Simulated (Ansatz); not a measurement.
**KVF3 (cubic perovskite) (Pm-3m): how robust is the cRPA U?**

Wanted: the sensitivity and cost of U and J for KVF3 (cubic perovskite) (Pm-3m).

Program: Ansatz 0.2.0. Level of theory: constrained RPA on LDA, plane waves, PAW. Results are calculated unless marked as measured.

The structure was built from a prototype and need not be the compound's stable phase.

## 1. Starting point

The structure is cubic, space group Pm-3m (No. 221). Conventional cell: a = 3.956 Å, b = 3.956 Å, c = 3.956 Å, α = 90.00°, β = 90.00°, γ = 90.00°. Nearest to K lie 12 F at 2.80 Å. Nearest to V lie 6 F at 1.98 Å. Nearest to F lie 2 V at 1.98 Å and 4 K at 2.80 Å. Farther neighbours and most contacts between anions are not listed.

The structure was relaxed with LDA. The structure type comes from a generator and need not be one that this composition takes. The structure was generated from a model, not taken from a measurement. The runs that relaxed it are not among those shown. The program's search for lower electronic states was switched off, so nothing shows that the state found is the lowest. The default PAW set here is soft_2. Its files were made with PBE.

## 2. Base: V t2g, bands v2 to c1, 4×4×4 mesh, medium accuracy

Constrained RPA screens the interaction with every transition except those inside the target bands, which a later many-body model would treat itself.

input.yaml reads:

```yaml
crystal:
  lattice:
    - [0.0, -3.95648778, 0.0]
    - [0.0, 0.0, 3.95648778]
    - [-3.95648778, 0.0, 0.0]
  atoms:
    - { symbol: K, position: [0.0, 0.0, 0.0] }
    - { symbol: V, position: [0.5, 0.5, 0.5] }
    - { symbol: F, position: [0.5, 0.5, 0.0] }
    - { symbol: F, position: [0.5, 0.0, 0.5] }
    - { symbol: F, position: [0.0, 0.5, 0.5] }
kpoints:
  mp_grid: { grid: [8, 8, 8] }
hamiltonian:
  xc: lda
scf:
  occupations: { method: gaussian, width: 0.08 }
  n_extra_bands: 19
  max_iter: 150
  lower_state_search: "off"
output:
  crpa:
    kmesh: [4, 4, 4]
    target_bands: [v2, c1]
    projections: [{ species: V, l: d, shell: 3, orbitals: [dxz, dyz, dxy] }]
  local_orbitals:
    kmesh: [8, 8, 8]
    orbitals: [{ species: V, l: d, shell: 3, orbitals: [dxz, dyz, dxy] }]
    window: { bands: [v2, c1] }
    seedname: lo
```

The run is started by

```bash
$ ansatz run input.yaml --threads 4 --pin off --max-ram 9216MiB --backend cpu --events-out ev --progress --plain --runs-dir out
```

Numbers of over 12 decimals in the logs are rounded to 6 here.

The program printed:

```text
scf.n_extra_bands = 19 over 22 filled bands (N_el = 43.0): the run solves 41 bands
Engine: ansatz 0.2.0, aarch64-unknown-linux-gnu
Pseudopotentials: kind: paw
Pseudopotential: K, paw, valence charge 9, recommended cutoff 420 eV (normal), K.paw.azcp
Pseudopotential: V, paw, valence charge 13, recommended cutoff 420 eV (normal), V.paw.azcp
Pseudopotential: F, paw, valence charge 7, recommended cutoff 420 eV (normal), F.paw.azcp
Functional definition: SPW92
  exchange = slater_x
  correlation = pw_c
Crystal: 5 atoms, lattice volume = 61.934 Å³
Basis set: ecut = 420 eV, 1213 PW (Γ)
Bands: 41, of which v1, the nominal top of the filled ones, is band 22 counted from 1 (21 counted from 0)
Symmetry: 48 space group operations
Space group: Pm-3m (ITA 221), of the structure as read, at distance tolerance 4.0e-5 Å
k-points: 35 of 512
Non-local potential: K, projectors of the file, l = 0: 3, l = 1: 2, l = 2: 2
Non-local potential: V, projectors of the file, l = 0: 3, l = 1: 2, l = 2: 3, l = 3: 1
Non-local potential: F, projectors of the file, l = 0: 2, l = 1: 2, l = 2: 1
PAW form: soft (Blöchl's): semilocal exchange-correlation on the pseudo side does not see the compensation charge
PAW frozen core: K, regenerated for the run's functional, and the local potential with it (the file was generated under x = pbe(κ = 0.804, μ = 0.219515), c = pbe(β = 0.066725))
PAW frozen core: V, regenerated for the run's functional, and the local potential with it (the file was generated under x = pbe(κ = 0.804, μ = 0.219515), c = pbe(β = 0.066725))
PAW frozen core: F, regenerated for the run's functional, and the local potential with it (the file was generated under x = pbe(κ = 0.804, μ = 0.219515), c = pbe(β = 0.066725))
PAW one-centre angular grid: K, 110 points (default); XC on 64 Gauss nodes
PAW one-centre angular grid: V, 590 points (default); XC on 64 Gauss nodes
PAW one-centre angular grid: F, 110 points (default); XC on 64 Gauss nodes
Initial density: superposition of atomic densities (neutral atoms: chi_scale 0, normalization atom), corrected by the library's trained network
Initial wavefunctions: pseudopotential atomic-orbital guess
Functional: x = slater, c = lda
SCF iter   1: F=—  HF=-6741.691409 eV  |F-HF|=—  |Δ(HF+E_count)|=         —  Δρ=2.06e-2  dr2=1.76e-1  ethr=1.77e-3  ⟨swp⟩=5.1  Hψ=6058  notcnv=0  defer=250
preconditioner: auto → LDOS  [metal: Δε(μ)=0.005 eV  Ē_g=20.591 eV  σ=0.080 eV  W_gap=0.03  n_scr=18 (ndim 8)  ℏωp=27.1 eV  f_vac=0.044  D(μ)=8.92/eV (n_scr^D=146)  β→1.0]
SCF iter   2: F=—  HF=-6741.644267 eV  |F-HF|=—  |Δ(HF+E_count)|=   4.71e-2  Δρ=1.06e-2  dr2=2.81e-2  ethr=4.08e-4  ⟨swp⟩=2.0  Hψ=2607  notcnv=0  defer=366
[...]
SCF iter   8: F=-6741.634895 eV  HF=-6741.634895 eV  |F-HF|=1.48e-8  |Δ(HF+E_count)|=   2.55e-7  Δρ=8.47e-6  dr2=2.36e-8  ethr=2.33e-10  ⟨swp⟩=8.2  Hψ=7182  notcnv=0
SCF 1 converged in 8 iterations: F = -6741.634895 eV  dr2 = 2.36e-8
[...]
NSCF: frozen V_eff on 38 k-points
NSCF: frozen V_eff on 10 k-points
[...]
cRPA screening: q 1/64
cRPA screening: q 2/64
cRPA screening: q 8/64 (q-point 3)
cRPA screening: q 11/64 (q-point 6)
cRPA screening: q 23/64 (q-point 7)
cRPA screening: q 35/64 (q-point 11)
cRPA screening: q 38/64 (q-point 22)
cRPA screening: q 46/64 (q-point 23)
cRPA screening: q 58/64 (q-point 27)
cRPA screening: q 64/64 (q-point 43)
SCF converged after 8 iterations
Free energy (F): -6741.634895 eV
Harris-Foulkes:  -6741.634895 eV  (|F-HF|=1.48e-8)
Internal energy: -6741.605489 eV  (E = F + TS)
E sigma→0 (E₀):  -6741.620192 eV
Entropy (-TS):   -0.029406 eV (-5.881 meV/atom)
Fermi energy:    11.114524 eV
--- Per-component energies (eV) ---
  E_band       = -362.660364
  E_kinetic    = 1209.376229
  E_local      = -3475.101217  (includes V_loc(G=0)·N_el)
  E_nonlocal   = 207.645249
  E_hartree    = 1380.426257
  E_xc         = -495.907517
  E_vxc        = -630.834119  (∫ρ·V_xc dr)
  E_paw        = -2370.065520  (= ΣΔE_a)
  E_vpaw       = -434.605175  (= ΣTr[D̂ρ^β])
  E_aug_tail   = 0.006370  (compensation charges beyond the density's cutoff)
  E_ewald      = -3198.928745
  E_core_change = 0.943405  (= ΣΔE_core)
  E_smearing   = -0.029406  (= −TS)
  E_closure    = 0.000000  (closes the sum)
  Σ components = -6741.634895   (vs F -6741.634895, Δ=0.00e0)
--- Band table (eV; the first three rows and the last of 35) ---
  k-point 0: bands = [... 18 lower, 3.3674, 3.3674, 10.2179, 10.2179, 10.2179, 11.5427, 11.7836, 11.7836, ... 15 higher]
  k-point 1: bands = [... 18 lower, 3.3285, 3.3285, 10.2358, 10.3557, 10.3557, 11.7855, 11.7939, 12.0415, ... 15 higher]
  k-point 2: bands = [... 18 lower, 3.2510, 3.2510, 10.2798, 10.6897, 10.6897, 11.8150, 12.2438, 12.7838, ... 15 higher]
  k-point 34: bands = [... 18 lower, 3.7132, 3.7132, 11.8120, 11.8120, 11.8120, 14.2741, 14.2741, 14.6221, ... 15 higher]
--- cRPA (band scheme, projected local orbitals): target bands 21..23 (1-based), 3 Wannier function(s), 4×4×4 mesh, 46 bands' worth read of 51 solved, ecut_chi 136.0 eV, v(q+G=0) probe_charge, pair densities all_electron ---
  bands read: the sum over 46 bands ends inside a degenerate multiplet in 25 slots, whose members it reads at an even weight; the widest, k=0: bands 45 to 47 (counted from 1) at 2/3 each
  χ-basis size per q: N_G = 208..251
  window electrons = 3.0000, filled by tetrahedron_uncorrected; constrained ε̄⁻¹(q = 0, 0) head = 0.380035; min gauge Gram eig = 0.8746
  Kanamori averages over each shell's own Wannier functions (sites counted from 0, functions from 1):
    Site 1, 3D, 3 of 5 d orbitals (Wannier functions 1, 2, 3; wannier90's mr 2, 3, 5):
      screened: U = 6.5364 eV, U' = 5.5507 eV, J = 0.4718 eV
      screened, to within: U = 8.3e-3 eV, U' = 8.3e-3 eV, J = 1.4e-3 eV
      bare: V = 17.3951 eV, V' = 16.1258 eV, J = 0.6331 eV
  Hermiticity witness max|P − P†| over intra, direct and exchange elements: 3.55e-15 eV (screened), 1.79e-19 eV (bare)
  Reality witness max|Im| over intra, direct and exchange elements: 1.02e-19 eV (screened), 2.68e-19 eV (bare)
```

It took 31 s on 4 threads of Arm Neoverse V1, shared host; peak memory 0.54 GiB.

Numbers from this step:

| Property | Result |
| --- | --- |
| U | 6.536 eV |
| U prime (inter-orbital) | 5.551 eV |
| J | 0.4718 eV |
| bare V | 17.40 eV |
| bare J | 0.6331 eV |
| stated bound on U | 0.008246 eV |
| U over bare V | 0.3758 |
| electrons in the window | 3.000 |
| head of the constrained inverse dielectric matrix | 0.3800 |
| least eigenvalue of the projection's overlap | 0.8746 |
| target functions | 3 |
| bands in the sums | 46 |
| r.m.s. miss of the model bands | 4.93e-5 eV |
| width of the target bands | 1.594 eV |
| weight of the projected orbitals in the window | 0.9203 |

On the V t2g shell, screening brings the on-site interaction from 17.4 eV down to U = 6.54 eV.

## 3. Changed: 6×6×6 mesh

input.yaml, the sections that differ from step 2:

```yaml
output:
  crpa:
    kmesh: [6, 6, 6]
    target_bands: [v2, c1]
    projections: [{ species: V, l: d, shell: 3, orbitals: [dxz, dyz, dxy] }]
# crystal, kpoints, hamiltonian, scf: as in step 2
```

The program printed:

```text
[...]
Crystal: 5 atoms, lattice volume = 61.934 Å³
Basis set: ecut = 420 eV, 1213 PW (Γ)
Bands: 41, of which v1, the nominal top of the filled ones, is band 22 counted from 1 (21 counted from 0)
Symmetry: 48 space group operations
[...]
k-points: 35 of 512
[...]
SCF iter   1: F=—  HF=-6741.691409 eV  |F-HF|=—  |Δ(HF+E_count)|=         —  Δρ=2.06e-2  dr2=1.76e-1  ethr=1.77e-3  ⟨swp⟩=5.1  Hψ=6058  notcnv=0  defer=250
[...]
SCF iter   8: F=-6741.634895 eV  HF=-6741.634895 eV  |F-HF|=1.48e-8  |Δ(HF+E_count)|=   2.55e-7  Δρ=8.47e-6  dr2=2.36e-8  ethr=2.33e-10  ⟨swp⟩=8.2  Hψ=7182  notcnv=0
SCF 1 converged in 8 iterations: F = -6741.634895 eV  dr2 = 2.36e-8
[...]
NSCF: frozen V_eff on 20 k-points
[...]
cRPA screening: q 1/216
cRPA screening: q 2/216
cRPA screening: q 8/216 (q-point 3)
cRPA screening: q 14/216 (q-point 4)
cRPA screening: q 17/216 (q-point 8)
[...]
SCF converged after 8 iterations
Free energy (F): -6741.634895 eV
[...]
Internal energy: -6741.605489 eV  (E = F + TS)
E sigma→0 (E₀):  -6741.620192 eV
Entropy (-TS):   -0.029406 eV (-5.881 meV/atom)
Fermi energy:    11.114524 eV
[...]
--- Band table (eV; the first three rows and the last of 35) ---
  k-point 0: bands = [... 18 lower, 3.3674, 3.3674, 10.2179, 10.2179, 10.2179, 11.5427, 11.7836, 11.7836, ... 15 higher]
  k-point 1: bands = [... 18 lower, 3.3285, 3.3285, 10.2358, 10.3557, 10.3557, 11.7855, 11.7939, 12.0415, ... 15 higher]
  k-point 2: bands = [... 18 lower, 3.2510, 3.2510, 10.2798, 10.6897, 10.6897, 11.8150, 12.2438, 12.7838, ... 15 higher]
  k-point 34: bands = [... 18 lower, 3.7132, 3.7132, 11.8120, 11.8120, 11.8120, 14.2741, 14.2741, 14.6221, ... 15 higher]
[...]
χ-basis size per q: N_G = 208..251
[...]
Site 1, 3D, 3 of 5 d orbitals (Wannier functions 1, 2, 3; wannier90's mr 2, 3, 5):
      screened: U = 6.5490 eV, U' = 5.5636 eV, J = 0.4719 eV
      screened, to within: U = 1.2e-2 eV, U' = 1.2e-2 eV, J = 2.1e-3 eV
      bare: V = 17.3787 eV, V' = 16.1098 eV, J = 0.6329 eV
[...]
```

Elapsed: 2.3 min, on 4 threads; peak memory 0.73 GiB.

This step gave:

```yaml
u: 6.549 eV
u_prime_inter_orbital: 5.564 eV
j: 0.4719 eV
bare_v: 17.38 eV
bare_j: 0.6329 eV
stated_bound_on_u: 0.01104 eV
u_over_bare_v: 0.3768
electrons_in_the_window: 3.000
head_of_the_constrained_inverse_dielectric_matrix: 0.3859
least_eigenvalue_of_the_projection_s_overlap: 0.8746
target_functions: 3
bands_in_the_sums: 46
width_of_the_target_bands: 1.594 eV
weight_of_the_projected_orbitals_in_the_window: 0.9203
```

On the V t2g shell, screening brings the on-site interaction from 17.4 eV down to U = 6.55 eV.

## 4. Changed: 2×2×2 mesh

Edit input.yaml of step 3 so:

```diff
@@ -22,3 +22,3 @@
   crpa:
-    kmesh: [6, 6, 6]
+    kmesh: [2, 2, 2]
     target_bands: [v2, c1]
```

The program printed:

```text
[...]
Crystal: 5 atoms, lattice volume = 61.934 Å³
Basis set: ecut = 420 eV, 1213 PW (Γ)
Bands: 41, of which v1, the nominal top of the filled ones, is band 22 counted from 1 (21 counted from 0)
Symmetry: 48 space group operations
[...]
k-points: 35 of 512
[...]
k-point 34: bands = [... 18 lower, 3.7132, 3.7132, 11.8120, 11.8120, 11.8120, 14.2741, 14.2741, 14.6221, ... 15 higher]
[...]
χ-basis size per q: N_G = 208..251
[...]
Site 1, 3D, 3 of 5 d orbitals (Wannier functions 1, 2, 3; wannier90's mr 2, 3, 5):
      screened: U = 6.8652 eV, U' = 5.8640 eV, J = 0.4743 eV
      screened, to within: U = 6.0e-3 eV, U' = 6.0e-3 eV, J = 6.5e-4 eV
      bare: V = 17.6553 eV, V' = 16.3707 eV, J = 0.6392 eV
[...]
[key lines of the parts left out:]
SCF converged after 8 iterations
Free energy (F): -6741.634895 eV
Fermi energy:    11.114524 eV
```

It took 6.8 s on 4 threads; peak memory 0.46 GiB; 24 s of CPU time.

This step gave:

| Quantity | Value |
| --- | --- |
| U | 6.865 eV |
| U prime (inter-orbital) | 5.864 eV |
| J | 0.4743 eV |
| bare V | 17.66 eV |
| bare J | 0.6392 eV |
| stated bound on U | 0.005999 eV |
| U over bare V | 0.3888 |
| electrons in the window | 3.000 |
| head of the constrained inverse dielectric matrix | 0.3736 |
| least eigenvalue of the projection's overlap | 0.8746 |
| target functions | 3 |
| bands in the sums | 46 |
| width of the target bands | 1.594 eV |
| weight of the projected orbitals in the window | 0.9203 |

On the V t2g shell, screening brings the on-site interaction from 17.7 eV down to U = 6.87 eV.

## 5. Changed: sums over states on smooth products

Edit input.yaml of step 4 so:

```diff
@@ -22,4 +22,8 @@
   crpa:
-    kmesh: [2, 2, 2]
+    kmesh: [4, 4, 4]
     target_bands: [v2, c1]
     projections: [{ species: V, l: d, shell: 3, orbitals: [dxz, dyz, dxy] }]
+    accuracy: sum_over_states
+    pair_densities: pseudo
+    n_empty_bands: 44
+    ecut_chi: 136
```

The program printed:

```text
[...]
Crystal: 5 atoms, lattice volume = 61.934 Å³
Basis set: ecut = 420 eV, 1213 PW (Γ)
Bands: 41, of which v1, the nominal top of the filled ones, is band 22 counted from 1 (21 counted from 0)
Symmetry: 48 space group operations
[...]
k-points: 35 of 512
[...]
χ-basis size per q: N_G = 208..251
[...]
U and J over all bands: no bound (output.crpa.accuracy: sum_over_states); those below are of the sums over the bands read on the sphere of ecut_chi alone
[...]
Site 1, 3D, 3 of 5 d orbitals (Wannier functions 1, 2, 3; wannier90's mr 2, 3, 5):
      screened: U = 6.7944 eV, U' = 5.6200 eV, J = 0.5369 eV
      bare: V = 17.3951 eV, V' = 16.1258 eV, J = 0.6331 eV
[...]
[key lines of the parts left out:]
SCF converged after 8 iterations
Free energy (F): -6741.634895 eV
Fermi energy:    11.114524 eV
```

Elapsed: 5.4 s, on 4 threads; peak memory 0.42 GiB.

This variant gives U = 6.79 eV against 6.54 eV. It is a finite sum over empty states with no bound on its error and stays out of the table below.

## 6. Changed: accuracy high

Edit input.yaml of step 5 so:

```diff
@@ -25,5 +25,2 @@
     projections: [{ species: V, l: d, shell: 3, orbitals: [dxz, dyz, dxy] }]
-    accuracy: sum_over_states
-    pair_densities: pseudo
-    n_empty_bands: 44
-    ecut_chi: 136
+    accuracy: high
```

The program printed:

```text
[...]
Crystal: 5 atoms, lattice volume = 61.934 Å³
Basis set: ecut = 420 eV, 1213 PW (Γ)
Bands: 41, of which v1, the nominal top of the filled ones, is band 22 counted from 1 (21 counted from 0)
Symmetry: 48 space group operations
[...]
k-points: 35 of 512
[...]
k-point 34: bands = [... 18 lower, 3.7132, 3.7132, 11.8120, 11.8120, 11.8120, 14.2741, 14.2741, 14.6221, ... 15 higher]
[...]
χ-basis size per q: N_G = 208..251
[...]
Site 1, 3D, 3 of 5 d orbitals (Wannier functions 1, 2, 3; wannier90's mr 2, 3, 5):
      screened: U = 6.5377 eV, U' = 5.5519 eV, J = 0.4721 eV
      screened, to within: U = 5.9e-4 eV, U' = 5.9e-4 eV, J = 6.0e-5 eV
      bare: V = 17.3951 eV, V' = 16.1258 eV, J = 0.6331 eV
[...]
[key lines of the parts left out:]
SCF converged after 8 iterations
Free energy (F): -6741.634895 eV
Fermi energy:    11.114524 eV
```

Wall time 45 s (4 threads); peak memory 0.61 GiB; 2.8 min of CPU time.

This step gave:

```yaml
u: 6.538 eV
u_prime_inter_orbital: 5.552 eV
j: 0.4721 eV
bare_v: 17.40 eV
bare_j: 0.6331 eV
stated_bound_on_u: 5.87e-4 eV
u_over_bare_v: 0.3758
electrons_in_the_window: 3.000
head_of_the_constrained_inverse_dielectric_matrix: 0.3800
least_eigenvalue_of_the_projection_s_overlap: 0.8746
target_functions: 3
bands_in_the_sums: 46
width_of_the_target_bands: 1.594 eV
weight_of_the_projected_orbitals_in_the_window: 0.9203
```

On the V t2g shell, screening brings the on-site interaction from 17.4 eV down to U = 6.54 eV.

[end of part 1 of 2]

[Paths, hosts, dates, memory and timing lines, banners, echoed tables and standing remarks are left out of the program output.]

[Logs are printed without paths, hosts, clocks, repeated set-up lines and the standing remarks that a program may print on its own settings, such as how far it seeks lower states.]

[Runs of the session that timed out or met a known fault of the program may be left out.]

[Hosts, paths, dates, database ids (printed as entryN), source tags and the programs' standing remarks are cut or masked in the printed files.]
